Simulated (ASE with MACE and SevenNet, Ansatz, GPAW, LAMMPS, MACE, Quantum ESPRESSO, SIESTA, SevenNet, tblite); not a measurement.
**Glassy 39BaO-61TiO2 (mol %) (94 atoms) in machine-learned potentials**

Aim: run glassy 39BaO-61TiO2 (mol %) (94 atoms) in machine-learned potentials and see how near its forces come to a plane-wave reference, and at what cost.

Method: the method is named at each step, in ASE with MACE and SevenNet.

### Step 1. Set-up

The cell holds 94 atoms: 14 Ba, 22 Ti and 58 O. Its edges and angles: a = 11.321 Å, b = 11.321 Å, c = 11.321 Å, α = 90.0°, β = 90.0°, γ = 90.0°. 94 atoms (14 Ba, 22 Ti, 58 O) placed at random at 4.7 g/cm³, melted at 4000 K for 10 ps at fixed volume with the Morse and Coulomb pair potential with partial charges (Pedone, Malavasi, Menziani, Cormack and Segre, J. Phys. Chem. B 110, 11780 (2006)). Quenched from 4000 K to 300 K at 50 K/ps and fixed volume, held 10 ps at zero pressure, then minimised at fixed cell.

The yardstick, on the same geometry:

| Property | Result |
| --- | --- |
| method | Kohn-Sham DFT, PBE, PAW, plane waves (Ansatz 0.2.0); cutoff 420 eV, Γ point, fermi-dirac smearing of 0.05 eV; PAW set soft_2 |
| r.m.s. force component | 0.7246 eV/Å |
| longest force | 2.6 eV/Å |
| pressure | 2.931 GPa |
| gap (highest filled to lowest empty level) | 2.473 eV |
| SCF cycles | 12 |
| time | 39 s on 4 threads of Arm Neoverse V1, shared host |
| CPU time | 2.4 min |

### Step 2. MACE MP-0b3 medium potential

Method: machine-learned interatomic potential MACE MP-0b3 medium, trained on PBE(+U) plane-wave data.

run.py reads:

```python
import numpy as np
from ase.io import read
import mlip  # loads the published weights by name

atoms = read("structure.xyz")
atoms.calc = mlip.calc("mace-mp-0b3-medium")
energy = atoms.get_potential_energy()
forces = atoms.get_forces()
print(f"energy {energy:.6f} eV")
print("forces (eV/A)")
for i, (a, f) in enumerate(zip(atoms, forces)):
    print(f"{i:4d} {a.symbol:2s} {f[0]:10.5f} {f[1]:10.5f} {f[2]:10.5f}")
stress = -atoms.get_stress(voigt=False) * 160.21766
print("stress (GPa, compression positive)")
for row in stress:
    print(" ".join(f"{x:10.4f}" for x in row))
```

structure.xyz reads:

```xyz
94
Lattice="11.32140 0.00000 0.00000 0.00000 11.32140 0.00000 0.00000 0.00000 11.32140" Properties=species:S:1:pos:R:3 pbc="T T T"
Ba 5.14897 1.91785 10.63849
Ba 3.14859 4.56083 4.03393
Ba 3.34740 7.78007 9.45665
Ba 9.10388 7.90732 2.50135
Ba 1.30672 8.72031 2.87111
Ba 1.05753 10.22855 0.08729
Ba 10.88938 7.05119 9.60100
Ba 7.34623 2.45255 2.67502
Ba 9.55515 2.48912 6.75899
Ba 7.56349 10.60679 7.86917
Ba 4.45757 7.90981 3.00617
Ba 3.77444 10.90183 7.16611
Ba 7.32461 4.63634 8.86047
Ba 1.40385 1.12422 5.00723
Ti 1.91785 2.14982 1.43091
Ti 10.03597 3.11225 11.06961
Ti 3.21177 5.26841 0.30511
Ti 5.65730 2.47984 6.03623
Ti 1.53880 2.19646 9.33846
Ti 0.38436 5.82701 1.17426
Ti 7.25045 7.85139 9.82267
Ti 4.80514 9.97279 0.02808
Ti 10.16447 0.53811 2.62521
Ti 7.16237 5.39759 4.56581
Ti 4.01095 4.42021 8.17609
Ti 0.04585 10.54419 8.23326
Ti 4.29013 0.26945 3.04591
Ti 8.93734 10.70235 10.91168
Ti 1.99245 7.87471 6.20866
Ti 6.50947 5.52892 1.00194
Ti 7.16260 10.37889 4.24303
Ti 5.43529 7.60572 6.58407
Ti 10.36497 9.70957 5.54307
Ti 0.82658 4.81805 6.92938
Ti 9.37933 7.06455 6.79058
Ti 10.69453 3.95819 3.70074
O 5.80561 0.33817 3.98185
O 8.53237 9.93996 5.36261
O 8.86058 4.33813 4.28119
O 4.06133 1.83656 5.66727
O 3.36846 9.03414 0.61690
O 10.35840 5.53288 7.14980
O 10.32251 2.09050 3.84214
O 5.41061 3.31626 7.63006
O 1.60911 5.70757 10.78024
O 5.92324 8.64310 10.94553
O 1.10338 9.27913 8.93700
O 3.65296 8.22896 6.79375
O 0.63626 3.37049 8.05620
O 2.72936 4.54260 6.87300
O 3.23792 1.67444 2.74046
O 9.10558 2.96745 9.59477
O 10.18722 10.98436 9.59058
O 3.04048 3.58073 0.82963
O 4.90341 11.14705 1.38846
O 9.54292 2.06831 1.11731
[... 34 atom lines left out ...]
O 7.43080 0.20062 10.59491
O 10.62355 11.23796 6.70091
O 4.10457 5.14444 9.92966
O 2.14925 6.02400 1.78369
```

Started as:

```console
$ OMP_NUM_THREADS=1 python run.py > output.txt
```

What it wrote:

```text
energy -761.036117 eV
forces (eV/A)
   0 Ba   -0.89643   -0.13168    0.17725
   1 Ba   -0.41234    0.00511   -0.02178
   2 Ba    0.58279   -0.66233   -0.13956
   3 Ba   -0.38170   -0.12030    0.21864
   4 Ba   -0.10359   -0.23128    1.22518
   5 Ba    0.15913    1.46419   -0.63471
   6 Ba   -0.15513   -0.04822   -0.24733
   7 Ba    0.62372   -0.16614    0.13115
   8 Ba    0.20049    0.05096    0.00866
   9 Ba    0.39180   -0.68759   -0.43053
  10 Ba    1.36183    0.19671    0.14061
  11 Ba    0.07227   -0.27367    0.01142
  12 Ba    0.31684    0.55708    0.37259
  13 Ba   -0.35912   -0.19918   -0.91839
  14 Ti   -0.68830   -0.54954   -0.43277
  15 Ti   -0.16165    0.11360    0.67229
  16 Ti   -2.30851   -1.17643   -0.39510
  17 Ti   -0.12964    0.13545    0.17251
  18 Ti   -0.03714    0.22125    0.44078
  19 Ti    0.85618   -0.87385   -0.68048
  20 Ti   -0.29983    0.46664   -0.39849
  21 Ti   -0.31636   -0.86824   -0.28604
  22 Ti   -0.07427    0.73786   -0.35020
  23 Ti   -0.15472   -0.44816    0.51969
[...]
86 O     1.39634   -1.20769    0.59452
  87 O    -0.02862   -0.72955   -0.31140
  88 O     0.23101   -1.28726   -0.27606
  89 O    -0.05469   -0.14079   -0.93061
  90 O    -0.92616    0.67892   -0.21884
  91 O    -0.52680    1.85242   -1.05050
  92 O     0.35332    0.09596   -0.54149
  93 O     0.98639    0.51489    1.67697
stress (GPa, compression positive)
    5.0953    -0.1771     1.2952
   -0.1771     3.5457    -0.0799
    1.2952    -0.0799     3.3700
```

Run time: 9.5 s. Hardware: 1 thread of Arm Neoverse V1, shared host; peak memory 1 GiB.

Banners, paths, timers and routine set-up lines are dropped from the logs unmarked, and long logs keep their key lines alone; longer cuts are marked.

Numbers from this run, and their distance from the reference:

| Item | Value |
| --- | --- |
| r.m.s. force component | 0.7343 eV/Å |
| r.m.s. difference of force components | 95.96 meV/Å |
| longest difference of force vectors | 383.5 meV/Å |
| force difference over r.m.s. force | 13.24 % |
| slope of forces against the reference's | 1.005 |
| correlation of force components | 0.9914 |
| pressure | 4.004 GPa |
| pressure difference | 1.073 GPa |

Length of the force difference by element (eV/Å):

| element | atoms | mean | most |
| --- | --- | --- | --- |
| Ba | 14 | 0.13 | 0.31 |
| O | 58 | 0.14 | 0.29 |
| Ti | 22 | 0.19 | 0.38 |

Local excerpt of 12 atoms (numbers count through the whole input) about Ba14, one of the 14 Ba atoms; x, y, z are measured from there.

| atom | x | y | z | distance (Å) | bonds | Fx | Fy | Fz (eV/Å) |
| --- | --- | --- | --- | --- | --- | --- | --- | --- |
| Ba14 | 0.00 | 0.00 | 0.00 | 0.00 | 11 | -0.36 | -0.20 | -0.92 |
| O40 | 2.66 | 0.71 | 0.66 | 2.83 | 4 | -1.58 | -0.94 | -0.24 |
| O43 | -2.40 | 0.97 | -1.17 | 2.84 | 5 | -0.01 | -0.70 | 0.36 |
| O92 | -2.10 | -1.21 | 1.69 | 2.96 | 5 | -0.53 | 1.85 | -1.05 |
| O51 | 1.83 | 0.55 | -2.27 | 2.97 | 4 | -0.88 | 1.93 | 0.45 |
| O65 | -1.91 | -2.00 | -1.11 | 2.98 | 5 | 0.59 | 0.29 | -0.99 |
| O57 | 1.86 | -2.08 | -1.26 | 3.06 | 5 | -0.90 | -0.99 | 0.43 |
| O73 | -0.72 | -0.35 | -2.98 | 3.09 | 5 | -0.24 | -0.82 | 0.49 |
| O63 | -0.98 | 2.99 | 0.24 | 3.15 | 5 | 0.48 | -0.41 | -0.11 |
| O58 | -0.33 | -3.05 | 1.01 | 3.23 | 5 | 0.01 | 1.78 | -0.39 |
| O84 | -0.13 | -0.49 | 3.43 | 3.47 | 5 | 0.70 | -0.40 | -0.72 |
| O85 | -0.56 | 2.29 | -2.61 | 3.52 | 4 | 0.03 | 0.27 | 0.74 |

Atoms are counted from 1 here, from 0 in the log.

Forces lie 13 % from the reference's, at 0.063 times its CPU time (on 1 against 4 cores).

### Step 3. SevenNet l3i5 potential

Method: machine-learned interatomic potential SevenNet l3i5, trained on PBE(+U) plane-wave data.

run.py, as its differences from that of step 2:

```diff
@@ -5,3 +5,3 @@
 atoms = read("structure.xyz")
-atoms.calc = mlip.calc("mace-mp-0b3-medium")
+atoms.calc = mlip.calc("7net-l3i5")
 energy = atoms.get_potential_energy()
```

structure.xyz is that of step 2.

What it wrote:

```text
energy -761.194702 eV
forces (eV/A)
   0 Ba   -0.88764   -0.07344    0.25109
   1 Ba   -0.35984    0.03929   -0.05569
   2 Ba    0.58116   -0.60354   -0.18442
   3 Ba   -0.40235   -0.05697    0.25015
   4 Ba   -0.19206   -0.23371    1.33361
   5 Ba    0.19499    1.47675   -0.69915
   6 Ba   -0.11528   -0.07169   -0.30914
   7 Ba    0.62421   -0.18405    0.17721
   8 Ba    0.13768    0.03323   -0.08280
   9 Ba    0.35954   -0.73514   -0.45263
  10 Ba    1.45644    0.16292    0.10146
  11 Ba    0.11475   -0.33325    0.09464
  12 Ba    0.29364    0.57123    0.34779
  13 Ba   -0.39529   -0.24928   -0.93881
  14 Ti   -0.61153   -0.56367   -0.44071
  15 Ti    0.16009    0.17815    0.64935
  16 Ti   -2.07094   -1.35741   -0.34273
  17 Ti   -0.21191    0.21902    0.06412
  18 Ti    0.10230    0.11683    0.52650
  19 Ti    0.76644   -0.66650   -0.46450
  20 Ti   -0.35674    0.51715   -0.39691
  21 Ti   -0.17429   -0.85741   -0.32790
  22 Ti   -0.21117    0.82001   -0.46155
  23 Ti   -0.20591   -0.41700    0.56111
[...]
86 O     1.39753   -1.21560    0.75979
  87 O    -0.05128   -0.98914   -0.41869
  88 O     0.34220   -1.11383   -0.18808
  89 O    -0.06552   -0.11502   -1.00216
  90 O    -0.92888    0.75821   -0.26259
  91 O    -0.52555    1.95563   -1.05637
  92 O     0.44487    0.07931   -0.45150
  93 O     0.94720    0.56950    1.70437
stress (GPa, compression positive)
    4.9533    -0.1834     1.2573
   -0.1834     3.5270    -0.0708
    1.2573    -0.0708     3.3895
```

The job ended after 11 s (1 thread; peak memory 1.4 GiB).

Compared with the plane-wave run:

| Item | Value |
| --- | --- |
| r.m.s. force component | 0.7376 eV/Å |
| r.m.s. difference of force components | 81.57 meV/Å |
| longest difference of force vectors | 288 meV/Å |
| force difference over r.m.s. force | 11.26 % |
| slope of forces against the reference's | 1.012 |
| correlation of force components | 0.9939 |
| pressure | 3.957 GPa |
| pressure difference | 1.026 GPa |

Against the first run (13 %), the force difference from the reference is 11 %, at 1.2 times the CPU time.

### Step 4. MACE MP-0b2 small potential

Method: machine-learned interatomic potential MACE MP-0b2 small, trained on PBE(+U) plane-wave data.

run.py, as its differences from that of step 3:

```diff
@@ -5,3 +5,3 @@
 atoms = read("structure.xyz")
-atoms.calc = mlip.calc("7net-l3i5")
+atoms.calc = mlip.calc("mace-mp-0b2-small")
 energy = atoms.get_potential_energy()
```

structure.xyz is that of step 3.

What it wrote:

```text
energy -761.051352 eV
forces (eV/A)
   0 Ba   -0.71861   -0.22457    0.12978
   1 Ba   -0.29237   -0.04985   -0.04442
   2 Ba    0.53813   -0.64870   -0.07225
   3 Ba   -0.50432   -0.01900    0.18843
   4 Ba   -0.12392   -0.22107    1.28503
   5 Ba    0.23384    1.41288   -0.77160
   6 Ba   -0.07060    0.00288   -0.19919
   7 Ba    0.46411   -0.17589    0.13567
   8 Ba    0.10409    0.00623   -0.07168
   9 Ba    0.27897   -0.48649   -0.44148
  10 Ba    1.44029    0.25675    0.05029
  11 Ba    0.28030   -0.23593    0.09745
  12 Ba    0.29256    0.35209    0.32490
  13 Ba   -0.18277   -0.18311   -0.85704
  14 Ti   -0.41658   -0.66650   -0.44634
  15 Ti    0.04469    0.08621    0.82319
  16 Ti   -1.95999   -1.44177   -0.37162
  17 Ti   -0.22921    0.11656    0.04565
  18 Ti   -0.08446    0.42210    0.66325
  19 Ti    0.69522   -0.94093   -0.52433
  20 Ti   -0.41646    0.51737   -0.33164
  21 Ti   -0.20541   -0.51841   -0.23345
  22 Ti   -0.29391    0.76134   -0.16796
  23 Ti   -0.14064   -0.59892    0.55263
[...]
86 O     1.52337   -1.23797    0.61176
  87 O     0.03351   -0.87204   -0.35923
  88 O     0.38782   -1.25083   -0.21641
  89 O    -0.08609   -0.25209   -1.01112
  90 O    -0.86124    0.74931   -0.17761
  91 O    -0.54127    1.70801   -1.09937
  92 O     0.37139    0.13381   -0.33921
  93 O     0.82724    0.51815    1.62099
stress (GPa, compression positive)
    5.1303    -0.1340     1.1777
   -0.1340     3.7226    -0.1577
    1.1777    -0.1577     3.5336
```

The job ended after 7.3 s (1 thread; peak memory 0.66 GiB).

Against the reference:

| Property | Result |
| --- | --- |
| r.m.s. force component | 0.7168 eV/Å |
| r.m.s. difference of force components | 115.7 meV/Å |
| longest difference of force vectors | 470.8 meV/Å |
| force difference over r.m.s. force | 15.97 % |
| slope of forces against the reference's | 0.9766 |
| correlation of force components | 0.9872 |
| pressure | 4.129 GPa |
| pressure difference | 1.198 GPa |

Against the first run (13 %), the force difference from the reference is 16 %, at 0.78 times the CPU time.

### Step 5. All runs compared

Differences are against the plane-wave reference, forces as r.m.s. over components; share is that over the reference's r.m.s. force, slope the least-squares factor from reference forces to these. Total energies of different programs have different zeros and aren't compared.

| run | Δ force, r.m.s. (meV/Å) | share (%) | slope | Δ pressure (GPa) | cores | CPU time | memory (GiB) |
| --- | --- | --- | --- | --- | --- | --- | --- |
| reference | - | - | - | - | 4 | 2.4 min | 2.2 |
| MACE MP-0b3 medium potential | 96.0 | 13.2 | 1.005 | 1.07 | 1 | 9.3 s | 1.0 |
| SevenNet l3i5 potential | 81.6 | 11.3 | 1.012 | 1.03 | 1 | 11 s | 1.4 |
| MACE MP-0b2 small potential | 116 | 16.0 | 0.977 | 1.20 | 1 | 7.2 s | 0.66 |

Times of the machine-learned potentials are mostly Python's start and the loading of weights.

CPU time is summed over cores on a shared host, where runs went side by side, so it is rough. Symmetry, cutoffs, thresholds, outputs and thread counts weren't matched or tuned between programs; memory under MPI is the largest rank's times the ranks.

### Step 6. Summary of results

```
nearest in forces : SevenNet l3i5 potential, 11 %
its CPU time      : 11 s
```

What this shows: Machine-learned potentials differ by 11 % (SevenNet l3i5 potential) to 16 % (MACE MP-0b2 small potential); they were trained on other programs' data. Machine-learned potentials mimic data converged in k, so the reference's own k-point error enters their differences. The quench rate of 50 K/ps is many orders above laboratory rates, so the cell is likely richer in defects and strain than a real sample. The network of bonds at the start is that of the classical potential that made the cell, and needn't be the one that DFT or experiment would give. The reference's pressure of 2.9 GPa belongs to a cell and atoms that aren't relaxed at this level. The electronic-structure runs sample only Γ, in a cell whose shortest periodic width is 11 Å. Spin–orbit coupling is left out, which matters for the levels of the heavy elements.

[Also dropped from logs without a mark: logging warnings of Python, and SIESTA's first energy breakdown and zero terms.]

[Logs are printed without paths, hosts, clocks, repeated set-up lines and the standing remarks that a program may print on its own settings, such as how far it seeks lower states.]

[Hosts, paths, dates, database ids (printed as entryN), source tags and the programs' standing remarks are cut or masked in the printed files.]
